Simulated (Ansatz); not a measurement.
## AlRu (Pm-3m): from the cell to its phonons

Wanted: phonon frequencies of AlRu (Pm-3m) and what follows from them.

Program: Ansatz 0.2.0. Level of theory: DFT PBEsol, scalar-relativistic, plane waves, PAW. Results are calculated unless marked as measured.

## 1. The structure

The structure is cubic, space group Pm-3m (No. 221). Conventional cell: a = 2.992 Å, b = 2.992 Å, c = 2.992 Å, α = 90.00°, β = 90.00°, γ = 90.00°. Nearest to Al lie 8 Ru at 2.59 Å. Nearest to Ru lie 8 Al at 2.59 Å. Farther neighbours are not listed.

## 2. Relaxation

Harmonic phonons are second derivatives at a point where the forces vanish, and they are wanted at zero stress, so atoms and cell are relaxed first.

Contents of input.yaml:

```yaml
crystal:
  lattice:
    - [2.9916, 0.0, 0.0]
    - [0.0, 2.9916, 0.0]
    - [0.0, 0.0, 2.9916]
  atoms:
    - { symbol: Al, position: [0.0, 0.0, 0.0] }
    - { symbol: Ru, position: [0.5, 0.5, 0.5] }
kpoints:
  mp_grid: { grid: [12, 12, 12] }
hamiltonian:
  xc: pbesol
scf:
  occupations: { method: gaussian, width: 0.1 }
output:
  forces: true
  stress: true
  eigenvalues: true
  write_density: true
  write_potential: true
  elf: true
  volumetric_format: npy
relax:
  adjacent_minimum: "off"
  f_tol: 0.005
  max_steps: 80
  cell: { stress_tol: 0.05 }
```

On the command line:

```sh
ansatz run input.yaml --threads 4 --pin off --max-ram 7168MiB --backend cpu --events-out ev --progress --plain --runs-dir out
```

Numbers of over 12 decimals in the logs are rounded to 6 here.

The log of the run:

```text
Engine: ansatz 0.2.0, aarch64-unknown-linux-gnu
Pseudopotentials: kind: paw
Pseudopotential: Al, paw, valence charge 3, recommended cutoff 420 eV (normal), Al.paw.azcp
Pseudopotential: Ru, paw, valence charge 16, recommended cutoff 420 eV (normal), Ru.paw.azcp
Functional definition: PBEsol
  exchange = pbesol_x
  correlation = pbesol_c
Crystal: 2 atoms, lattice volume = 26.774 Å³
Basis set: ecut = 420 eV, 485 PW (Γ), exchange–correlation on 40×40×40 points (8 copies of the dense FFT grid, shifted against one another)
Bands: 14, of which v1, the nominal top of the filled ones, is band 10 counted from 1 (9 counted from 0)
Symmetry: 48 space group operations
Space group: Pm-3m (ITA 221), of the structure as read, at distance tolerance 3.0e-5 Å
k-points: 84 of 1728
Non-local potential: Al, projectors of the file, l = 0: 2, l = 1: 2, l = 2: 1
Non-local potential: Ru, projectors of the file, l = 0: 3, l = 1: 2, l = 2: 2, l = 3: 1
PAW form: soft (Blöchl's): semilocal exchange-correlation on the pseudo side does not see the compensation charge
PAW frozen core: Al, regenerated for the run's functional, and the local potential with it (the file was generated under x = pbe(κ = 0.804, μ = 0.219515), c = pbe(β = 0.066725))
PAW frozen core: Ru, regenerated for the run's functional, and the local potential with it (the file was generated under x = pbe(κ = 0.804, μ = 0.219515), c = pbe(β = 0.066725))
PAW one-centre angular grid: Al, 110 points (default); XC on 64 Gauss nodes
PAW one-centre angular grid: Ru, 590 points (default); XC on 64 Gauss nodes
Initial density: superposition of atomic densities (neutral atoms: chi_scale 0, normalization atom), corrected by the library's trained network
Initial wavefunctions: pseudopotential atomic-orbital guess
Functional: x = pbesol(κ = 0.804, μ = 0.123457), c = pbesol(β = 0.046)
SCF iter   1: F=—  HF=-6342.318297 eV  |F-HF|=—  |Δ(HF+E_count)|=         —  Δρ=9.41e-3  dr2=2.58e-2  ethr=1.77e-3  ⟨swp⟩=5.0  Hψ=6221  notcnv=0
preconditioner: auto → none  [metal: Δε(μ)=0.023 eV  Ē_g=8.869 eV  σ=0.100 eV  W_gap=0.13  n_scr=6 (ndim 8)  ℏωp=23.8 eV  f_vac=0.000  D(μ)=1.48/eV (n_scr^D=18)  sad-step TF]
SCF iter   2: F=—  HF=-6342.314538 eV  |F-HF|=—  |Δ(HF+E_count)|=   3.76e-3  Δρ=5.28e-3  dr2=9.09e-3  ethr=1.36e-4  ⟨swp⟩=1.1  Hψ=1857  notcnv=0
SCF iter   3: F=—  HF=-6342.312530 eV  |F-HF|=—  |Δ(HF+E_count)|=   2.01e-3  Δρ=5.69e-4  dr2=8.22e-5  ethr=4.78e-5  ⟨swp⟩=2.4  Hψ=1664  notcnv=0
SCF iter   4: F=—  HF=-6342.312429 eV  |F-HF|=—  |Δ(HF+E_count)|=   1.01e-4  Δρ=1.30e-4  dr2=3.61e-6  ethr=4.33e-7  ⟨swp⟩=2.0  Hψ=1731  notcnv=0
iter 5 did not close the SCF: its close was put off for the readings that it lacked (scf_convergence_deferred on its scf_iter line)
SCF iter   5: F=-6342.312428 eV  HF=-6342.312428 eV  |F-HF|=1.07e-8  |Δ(HF+E_count)|=   3.47e-7  Δρ=1.16e-5  dr2=2.20e-8  ethr=1.90e-8  ⟨swp⟩=2.5  Hψ=1799  notcnv=0
SCF iter   6: F=-6342.312428 eV  HF=-6342.312428 eV  |F-HF|=1.26e-10  |Δ(HF+E_count)|=   1.84e-9  Δρ=1.14e-6  dr2=1.82e-10  ethr=1.16e-10  ⟨swp⟩=5.3  Hψ=6128  notcnv=0
SCF 1 converged in 6 iterations: F = -6342.312428 eV  dr2 = 1.82e-10
  greatest PAW one-centre occupation: 0.999 electrons in one spin orbital (limit 2), on the Ru atom at site 1 (counted from 0), in its partial waves of l = 0
relax step   1: F+E_penalty+E_count = -6342.31242819 eV  Δ(F+E_penalty+E_count) = +0.000e0 eV  max|allowed force component| = 9.309e-29 eV/Å  Δτ_max = 0.0000 Å  P = -3.399 GPa  Ω = 26.774 Å³  (6 SCF iters, dr2 threshold 1.00e-7 eV, accepted)
Crystal: 2 atoms, lattice volume = 26.239 Å³
Initial density: handed on by an earlier stage of this run
Initial wavefunctions: those handed on with the density
iter 1 solved again at ethr=1.28e-5 eV; its pass at ethr=3.10e-3 eV (dr2=2.43e-3 eV) is discarded
SCF iter   1: F=—  HF=-6342.317471 eV  |F-HF|=—  |Δ(HF+E_count)|=         —  Δρ=2.46e-3  dr2=2.19e-3  ethr=1.28e-5  ⟨swp⟩=1.3  Hψ=7464  notcnv=0
preconditioner: auto → none  [metal: Δε(μ)=0.026 eV  Ē_g=9.044 eV  σ=0.100 eV  W_gap=0.15  n_scr=6 (ndim 8)  ℏωp=24.0 eV  f_vac=0.000  D(μ)=1.42/eV (n_scr^D=18)]
SCF iter   2: F=—  HF=-6342.316996 eV  |F-HF|=—  |Δ(HF+E_count)|=   4.75e-4  Δρ=8.39e-4  dr2=2.12e-4  ethr=1.15e-5  ⟨swp⟩=1.7  Hψ=1449  notcnv=0
SCF iter   3: F=—  HF=-6342.316932 eV  |F-HF|=—  |Δ(HF+E_count)|=   6.42e-5  Δρ=1.48e-4  dr2=6.18e-6  ethr=1.12e-6  ⟨swp⟩=1.9  Hψ=1633  notcnv=0
SCF iter   4: F=—  HF=-6342.316860 eV  |F-HF|=—  |Δ(HF+E_count)|=   7.13e-5  Δρ=1.79e-5  dr2=2.78e-8  ethr=3.25e-8  ⟨swp⟩=2.3  Hψ=1628  notcnv=0
iter 5 did not close the SCF: its close was put off for the readings that it lacked (scf_convergence_deferred on its scf_iter line)
SCF iter   5: F=-6342.316860 eV  HF=-6342.316860 eV  |F-HF|=1.20e-9  |Δ(HF+E_count)|=   1.22e-8  Δρ=2.18e-6  dr2=1.38e-9  ethr=1.46e-10  ⟨swp⟩=2.3  Hψ=1809  notcnv=0
SCF iter   6: F=-6342.316860 eV  HF=-6342.316860 eV  |F-HF|=3.46e-11  |Δ(HF+E_count)|=  2.95e-10  Δρ=4.81e-7  dr2=4.57e-11  ethr=7.25e-12  ⟨swp⟩=4.2  Hψ=5350  notcnv=0
SCF 2 converged in 6 iterations: F = -6342.316860 eV  dr2 = 4.57e-11
relax step   2: F+E_penalty+E_count = -6342.31686028 eV  Δ(F+E_penalty+E_count) = -4.432e-3 eV  max|allowed force component| = 5.686e-30 eV/Å  Δτ_max = 0.0000 Å  P = +0.923 GPa  Ω = 26.239 Å³  energy of the carried Pulay correction = +1.683e-4 eV  (6 SCF iters, dr2 threshold 2.00e-7 eV, accepted)
Crystal: 2 atoms, lattice volume = 26.351 Å³
iter 1 solved again at ethr=5.11e-7 eV; its pass at ethr=3.10e-3 eV (dr2=9.72e-5 eV) is discarded
SCF iter   1: F=—  HF=-6342.317236 eV  |F-HF|=—  |Δ(HF+E_count)|=         —  Δρ=5.19e-4  dr2=9.80e-5  ethr=5.11e-7  ⟨swp⟩=2.2  Hψ=6594  notcnv=0
preconditioner: auto → none  [metal: Δε(μ)=0.019 eV  Ē_g=9.023 eV  σ=0.100 eV  W_gap=0.10  n_scr=6 (ndim 8)  ℏωp=24.0 eV  f_vac=0.000  D(μ)=1.41/eV (n_scr^D=18)]
SCF iter   2: F=—  HF=-6342.317141 eV  |F-HF|=—  |Δ(HF+E_count)|=   9.49e-5  Δρ=1.79e-4  dr2=9.76e-6  ethr=5.11e-7  ⟨swp⟩=1.6  Hψ=1339  notcnv=0
SCF iter   3: F=—  HF=-6342.317138 eV  |F-HF|=—  |Δ(HF+E_count)|=   2.82e-6  Δρ=3.01e-5  dr2=2.47e-7  ethr=5.14e-8  ⟨swp⟩=1.8  Hψ=1395  notcnv=0
iter 4 did not close the SCF: its close was put off for the readings that it lacked (scf_convergence_deferred on its scf_iter line)
SCF iter   4: F=-6342.317138 eV  HF=-6342.317138 eV  |F-HF|=3.41e-10  |Δ(HF+E_count)|=   5.51e-8  Δρ=3.77e-6  dr2=8.64e-10  ethr=1.30e-9  ⟨swp⟩=2.3  Hψ=1605  notcnv=0
iter 5 did not close the SCF: its close was put off for the readings that it lacked (scf_convergence_deferred on its scf_iter line)
SCF iter   5: F=-6342.317138 eV  HF=-6342.317138 eV  |F-HF|=3.64e-11  |Δ(HF+E_count)|=  5.18e-10  Δρ=5.65e-7  dr2=4.25e-11  ethr=4.55e-12  ⟨swp⟩=2.4  Hψ=1891  notcnv=0
SCF iter   6: F=-6342.317138 eV  HF=-6342.317138 eV  |F-HF|=3.64e-12  |Δ(HF+E_count)|=  9.09e-12  Δρ=1.52e-7  dr2=8.12e-13  ethr=1.00e-12  ⟨swp⟩=4.0  Hψ=4878  notcnv=0
SCF 3 converged in 6 iterations: F = -6342.317138 eV  dr2 = 8.12e-13
relax step   3: F+E_penalty+E_count = -6342.31713824 eV  Δ(F+E_penalty+E_count) = -2.780e-4 eV  max|allowed force component| = 4.667e-30 eV/Å  Δτ_max = 0.0000 Å  P = -0.025 GPa  Ω = 26.351 Å³  energy of the carried Pulay correction = +1.327e-4 eV  (6 SCF iters, dr2 threshold 2.00e-7 eV, accepted)
Initial wavefunctions: pseudopotential atomic-orbital guess (no wavefunctions were taken with the density)
iter 1 solved again at ethr=8.89e-9 eV; its pass at ethr=3.10e-3 eV (dr2=1.69e-6 eV) is discarded
SCF iter   1: F=—  HF=-6342.317086 eV  |F-HF|=—  |Δ(HF+E_count)|=         —  Δρ=2.61e-5  dr2=2.62e-8  ethr=8.89e-9  ⟨swp⟩=3.0  Hψ=9408  notcnv=0
preconditioner: auto → none  [metal: Δε(μ)=0.019 eV  Ē_g=9.021 eV  σ=0.100 eV  W_gap=0.11  n_scr=6 (ndim 8)  ℏωp=24.0 eV  f_vac=0.000  D(μ)=1.42/eV (n_scr^D=18)]
SCF iter   2: F=—  HF=-6342.317012 eV  |F-HF|=—  |Δ(HF+E_count)|=   7.42e-5  Δρ=1.14e-5  dr2=4.56e-9  ethr=1.38e-10  ⟨swp⟩=2.0  Hψ=1960  notcnv=0
SCF iter   3: F=—  HF=-6342.317012 eV  |F-HF|=—  |Δ(HF+E_count)|=   2.86e-9  Δρ=1.90e-6  dr2=2.51e-10  ethr=2.40e-11  ⟨swp⟩=2.9  Hψ=1959  notcnv=0
iter 4 did not close the SCF: its close was put off for the readings that it lacked (scf_convergence_deferred on its scf_iter line)
SCF iter   4: F=-6342.317012 eV  HF=-6342.317012 eV  |F-HF|=5.46e-12  |Δ(HF+E_count)|=  9.28e-11  Δρ=3.79e-7  dr2=6.67e-12  ethr=1.32e-12  ⟨swp⟩=2.5  Hψ=1571  notcnv=0
iter 5 did not close the SCF: its close was put off for the readings that it lacked (scf_convergence_deferred on its scf_iter line)
SCF iter   5: F=-6342.317012 eV  HF=-6342.317012 eV  |F-HF|=9.09e-13  |Δ(HF+E_count)|=  4.55e-12  Δρ=8.90e-8  dr2=1.36e-12  ethr=1.00e-12  ⟨swp⟩=1.0  Hψ=1176  notcnv=0
iter 6 did not close the SCF: its close was put off for the readings that it lacked (scf_convergence_deferred on its scf_iter line)
SCF iter   6: F=-6342.317012 eV  HF=-6342.317012 eV  |F-HF|=1.82e-12  |Δ(HF+E_count)|=  2.73e-12  Δρ=6.88e-9  dr2=2.60e-15  ethr=1.00e-12  ⟨swp⟩=1.0  Hψ=1176  notcnv=0
iter 7 did not close the SCF: its close was put off for the readings that it lacked (scf_convergence_deferred on its scf_iter line)
SCF iter   7: F=-6342.317012 eV  HF=-6342.317012 eV  |F-HF|=0.00e0  |Δ(HF+E_count)|=    0.00e0  Δρ=2.42e-9  dr2=9.12e-16  ethr=1.00e-12  ⟨swp⟩=1.0  Hψ=1176  notcnv=0
SCF iter   8: F=-6342.317012 eV  HF=-6342.317012 eV  |F-HF|=9.09e-13  |Δ(HF+E_count)|=  1.82e-12  Δρ=4.82e-10  dr2=1.77e-17  ethr=1.00e-12  ⟨swp⟩=2.0  Hψ=3470  notcnv=0
SCF 4 converged in 8 iterations: F = -6342.317012 eV  dr2 = 1.77e-17
relax step   4: F+E_penalty+E_count = -6342.31701158 eV  Δ(F+E_penalty+E_count) = +1.267e-4 eV  max|allowed force component| = 1.357e-29 eV/Å  Δτ_max = 0.0000 Å  P = -0.027 GPa  Ω = 26.351 Å³  stress off target by 2.70e-2 GPa  SCF on the basis re-selected at this cell (its energy is not comparable with the rows above)  (8 SCF iters)
basis re-selected at this cell: Δ(F+E_penalty+E_count) = +1.267e-4 eV, ΔP = -0.002 GPa vs the last step (what re-selecting the basis moved, of the pressure what is left beyond the Pulay correction that the steps carried, after the strain that the cell walked since its last selection, with what the two solves' SCF thresholds leave and, on support functions, any second-order correction that the steps lacked; it is no m [...]
SCF converged after 8 iterations
Free energy (F): -6342.317012 eV
Harris-Foulkes:  -6342.317012 eV  (|F-HF|=9.09e-13)
Internal energy: -6342.309928 eV  (E = F + TS)
E sigma→0 (E₀):  -6342.313470 eV
Entropy (-TS):   -0.007083 eV (-3.542 meV/atom)
Fermi energy:    16.296844 eV
--- Per-component energies (eV) ---
  E_band       = -116.494159
  E_kinetic    = 543.845835
  E_local      = -1783.747205  (includes V_loc(G=0)·N_el)
  E_nonlocal   = 356.622425
  E_hartree    = 632.572425
  E_xc         = -231.037876
  E_vxc        = -270.649123  (∫ρ·V_xc dr)
  E_paw        = -3855.411452  (= ΣΔE_a)
  E_vpaw       = -227.710749  (= ΣTr[D̂ρ^β])
  E_aug_tail   = -0.000192  (compensation charges beyond the density's cutoff)
  E_ewald      = -2005.426323
  E_core_change = 0.272435  (= ΣΔE_core)
  E_smearing   = -0.007083  (= −TS)
  E_closure    = 0.000000  (closes the sum)
  Σ components = -6342.317012   (vs F -6342.317012, Δ=0.00e0)
--- Forces (eV/Å), atoms counted from 1 ---
  atom   1  Al    -0.00000000     0.00000000    -0.00000000
  atom   2  Ru     0.00000000     0.00000000     0.00000000
  max |Σ_I F_I| component: 2.76e-29 eV/Å
--- Stress (GPa, compression-positive) ---
       -0.026977       0.000000       0.000000
        0.000000      -0.026977       0.000000
        0.000000       0.000000      -0.026977
  P = ⅓ Tr σ = -0.0270 GPa (-0.270 kbar)
--- Band table (eV; the first three rows and the last of 84) ---
  k-point 0: bands = [... 6 lower, 12.6243, 16.4941, 16.4941, 16.4941, 22.4438, 22.4438, 22.4438, 27.3505]
  k-point 1: bands = [... 6 lower, 12.6728, 16.3240, 16.3240, 16.5111, 21.8090, 22.7145, 22.7145, 27.0393]
  k-point 2: bands = [... 6 lower, 12.8067, 15.9127, 15.9127, 16.5578, 20.5709, 23.4279, 23.4279, 26.2672]
  k-point 83: bands = [... 6 lower, 11.5815, 17.9666, 17.9666, 18.9951, 20.4394, 20.4394, 20.4394, 25.0182]
--- Relaxed structure (3 steps of the walk, 3 accepted, 1 SCFs on fresh bases) ---
  F+E_penalty+E_count = -6342.31701158 eV   max|allowed force component| = 1.357e-29 eV/Å   (the final SCF, on the basis selected at the relaxed cell)
  cell:  # Å, volume = 26.3514 Å³
    - [2.975784, 0, 0]
    - [0, 2.975784, 0]
    - [0, 0, 2.975784]
  atoms:
    - { symbol: Al, position: [0, 0, 0] }
    - { symbol: Ru, position: [0.5, 0.5, 0.5] }
```

It took 7.8 s on 4 threads of Arm Neoverse N1, shared host; peak memory 0.33 GiB; 13 s of CPU time.

Step by step:

```
step  energy less that of the first step (eV)  largest force component (eV/Å)  pressure (GPa)  volume (Å³)
   1                                   0.0000                          0.0000           -3.40        26.77
   2                                  -0.0044                          0.0000            0.92        26.24
   3                                  -0.0047                          0.0000           -0.02        26.35
  4*                                  -0.0046                          0.0000           -0.03        26.35
```

Relaxation steps marked * repeat the geometry before them on a plane-wave basis chosen anew for their cell, so energy and pressure can jump there.

The run keeps the 48 symmetry operations that it works with, so distortions that break them were not tested.

```
conventional cell, symmetrised  before  after  change
                         a (Å)   2.992  2.976  -0.5 %
                         b (Å)   2.992  2.976  -0.5 %
                         c (Å)   2.992  2.976  -0.5 %
              volume (Å³/atom)   13.39  13.18  -1.6 %
```

The relaxed structure:

```xyz
2
Lattice="2.9758 0.0000 0.0000 0.0000 2.9758 0.0000 0.0000 0.0000 2.9758" Properties=species:S:1:pos:R:3 pbc="T T T"
Al    0.0000    0.0000    0.0000
Ru    1.4879    1.4879    1.4879
```

This step gave:

- pressure: -0.02698 GPa
- volume per atom: 13.18 Å³
- gap on the k-mesh: 0 eV

ELF in the ac plane at fractional y = 0.000, with atoms of Al within 0.2 Å of it. It is the smooth field of the valence electrons, not physical close to the nuclei.

Values, 15 rows by 15 columns:
```
0.09 0.05 0.01 0.09 0.31 0.44 0.44 0.42 0.42 0.44 0.44 0.31 0.09 0.01 0.05
0.01 0.01 0.05 0.22 0.41 0.47 0.45 0.42 0.42 0.45 0.47 0.41 0.22 0.05 0.01
0.06 0.09 0.22 0.40 0.49 0.48 0.44 0.41 0.41 0.44 0.48 0.49 0.40 0.22 0.09
0.27 0.31 0.41 0.49 0.50 0.47 0.42 0.39 0.39 0.42 0.47 0.50 0.49 0.41 0.31
0.42 0.44 0.47 0.48 0.47 0.43 0.40 0.38 0.38 0.40 0.43 0.47 0.48 0.47 0.44
0.43 0.44 0.45 0.44 0.42 0.40 0.37 0.36 0.36 0.37 0.40 0.42 0.44 0.45 0.44
0.42 0.42 0.42 0.41 0.39 0.38 0.36 0.35 0.35 0.36 0.38 0.39 0.41 0.42 0.42
0.42 0.42 0.42 0.41 0.39 0.38 0.36 0.35 0.35 0.36 0.38 0.39 0.41 0.42 0.42
0.43 0.44 0.45 0.44 0.42 0.40 0.37 0.36 0.36 0.37 0.40 0.42 0.44 0.45 0.44
0.42 0.44 0.47 0.48 0.47 0.43 0.40 0.38 0.38 0.40 0.43 0.47 0.48 0.47 0.44
0.27 0.31 0.41 0.49 0.50 0.47 0.42 0.39 0.39 0.42 0.47 0.50 0.49 0.41 0.31
0.06 0.09 0.22 0.40 0.49 0.48 0.44 0.41 0.41 0.44 0.48 0.49 0.40 0.22 0.09
0.01 0.01 0.05 0.22 0.41 0.47 0.45 0.42 0.42 0.45 0.47 0.41 0.22 0.05 0.01
0.09 0.05 0.01 0.09 0.31 0.44 0.44 0.42 0.42 0.44 0.44 0.31 0.09 0.01 0.05
0.13 0.09 0.01 0.06 0.27 0.42 0.43 0.42 0.42 0.43 0.42 0.27 0.06 0.01 0.09
```
Columns run along a (3.0 Å), rows up along c (3.0 Å). Atoms in or near the plane, at fractional coordinates: Al at (0.00, 0.00).

Valence density in the ac plane at fractional y = 0.000, with atoms of Al within 0.2 Å of it. It is the smooth field of the valence electrons, not physical close to the nuclei.

Values in e/Å³, 15 rows by 15 columns:
```
0.06 0.07 0.09 0.14 0.21 0.23 0.22 0.22 0.22 0.22 0.23 0.21 0.14 0.09 0.07
0.08 0.09 0.12 0.18 0.23 0.24 0.23 0.22 0.22 0.23 0.24 0.23 0.18 0.12 0.09
0.13 0.14 0.18 0.23 0.25 0.25 0.24 0.24 0.24 0.24 0.25 0.25 0.23 0.18 0.14
0.20 0.21 0.23 0.25 0.26 0.26 0.25 0.25 0.25 0.25 0.26 0.26 0.25 0.23 0.21
0.23 0.23 0.24 0.25 0.26 0.26 0.27 0.27 0.27 0.27 0.26 0.26 0.25 0.24 0.23
0.22 0.22 0.23 0.24 0.25 0.27 0.28 0.29 0.29 0.28 0.27 0.25 0.24 0.23 0.22
0.21 0.22 0.22 0.24 0.25 0.27 0.29 0.29 0.29 0.29 0.27 0.25 0.24 0.22 0.22
0.21 0.22 0.22 0.24 0.25 0.27 0.29 0.29 0.29 0.29 0.27 0.25 0.24 0.22 0.22
0.22 0.22 0.23 0.24 0.25 0.27 0.28 0.29 0.29 0.28 0.27 0.25 0.24 0.23 0.22
0.23 0.23 0.24 0.25 0.26 0.26 0.27 0.27 0.27 0.27 0.26 0.26 0.25 0.24 0.23
0.20 0.21 0.23 0.25 0.26 0.26 0.25 0.25 0.25 0.25 0.26 0.26 0.25 0.23 0.21
0.13 0.14 0.18 0.23 0.25 0.25 0.24 0.24 0.24 0.24 0.25 0.25 0.23 0.18 0.14
0.08 0.09 0.12 0.18 0.23 0.24 0.23 0.22 0.22 0.23 0.24 0.23 0.18 0.12 0.09
0.06 0.07 0.09 0.14 0.21 0.23 0.22 0.22 0.22 0.22 0.23 0.21 0.14 0.09 0.07
0.06 0.06 0.08 0.13 0.20 0.23 0.22 0.21 0.21 0.22 0.23 0.20 0.13 0.08 0.06
```
Columns run along a (3.0 Å), rows up along c (3.0 Å). Atoms in or near the plane, at fractional coordinates: Al at (0.00, 0.00).

Electrostatic potential energy in the ac plane at fractional y = 0.000, with atoms of Al within 0.2 Å of it. With pseudopotentials it is smooth inside the atoms' cores, unlike the true potential.

Ten even steps from '0' (-1 eV) to '9' (18 eV):
```
763015899851036
430036899863003
000158999985100
113578999987531
556889999998865
888999999999988
999999999999999
999999999999999
888999999999988
556889999998865
113578999987531
000158999985100
430036899863003
763015899851036
774015899851047
```
Columns run along a (3.0 Å; values clipped at the 3rd and 97th percentile), rows up along c (3.0 Å). Atoms in or near the plane, at fractional coordinates: Al at (0.00, 0.00).

In this step the volume went from 13.39 to 13.18 Å³/atom.

## 3. Tight relaxation

Phonons need a cell at rest on their own settings, so the relaxation is repeated with tight tolerances on forces and stress on the k mesh and occupations of the first response run.

Contents of input.yaml:

```yaml
crystal:
  lattice:
    - [2.9757836224, 0.0, 0.0]
    - [0.0, 2.9757836224, 0.0]
    - [0.0, 0.0, 2.9757836224]
  atoms:
    - { symbol: Al, position: [0.0, 0.0, 0.0] }
    - { symbol: Ru, position: [0.5, 0.5, 0.5] }
kpoints:
  mp_grid: { grid: [12, 12, 12] }
hamiltonian:
  xc: pbesol
scf:
  occupations: { method: methfessel_paxton, width: 0.15 }
output:
  forces: true
  stress: true
  eigenvalues: true
relax:
  adjacent_minimum: "off"
  f_tol: 0.001
  max_steps: 60
  cell: { stress_tol: 0.01 }
```

The log of the run:

```text
[...]
Crystal: 2 atoms, lattice volume = 26.351 Å³
Basis set: ecut = 420 eV, 485 PW (Γ), exchange–correlation on 40×40×40 points (8 copies of the dense FFT grid, shifted against one another)
Bands: 14, of which v1, the nominal top of the filled ones, is band 10 counted from 1 (9 counted from 0)
Symmetry: 48 space group operations
[...]
k-points: 84 of 1728
[...]
k-point 83: bands = [... 6 lower, 11.5857, 17.9735, 17.9735, 19.0027, 20.4461, 20.4461, 20.4461, 25.0270]
--- Relaxed structure (3 steps of the walk, 3 accepted, 1 SCFs on fresh bases) ---
[...]
cell:  # Å, volume = 26.3436 Å³
    - [2.975488, 0, 0.0]
    - [0, 2.975488, 0]
    - [0.0, 0, 2.975488]
  atoms:
    - { symbol: Al, position: [0, 0, 0] }
    - { symbol: Ru, position: [0.5, 0.5, 0.5] }
[key lines of the parts left out:]
SCF converged after 7 iterations
Free energy (F): -6342.313528 eV
Fermi energy:    16.302229 eV
P = ⅓ Tr σ = 0.0001 GPa (0.001 kbar)
```

Wall time 6.8 s (4 threads); peak memory 0.32 GiB; 11 s of CPU time.

Little changed from the start: no atom moved by 0.005 Å and no cell edge by 0.1 %.

This step gave:

```
pressure        : 9.75e-5 GPa
volume per atom : 13.17 Å³
```

The forces vanish by symmetry and the pressure is 0.000 GPa, within the tolerances set. The cell now holds 13.17 Å³/atom.

[end of part 1 of 2]

[Logs are printed without paths, hosts, clocks, repeated set-up lines and the standing remarks that a program may print on its own settings, such as how far it seeks lower states.]

[Hosts, paths, dates, database ids (printed as entryN), source tags and the programs' standing remarks are cut or masked in the printed files.]
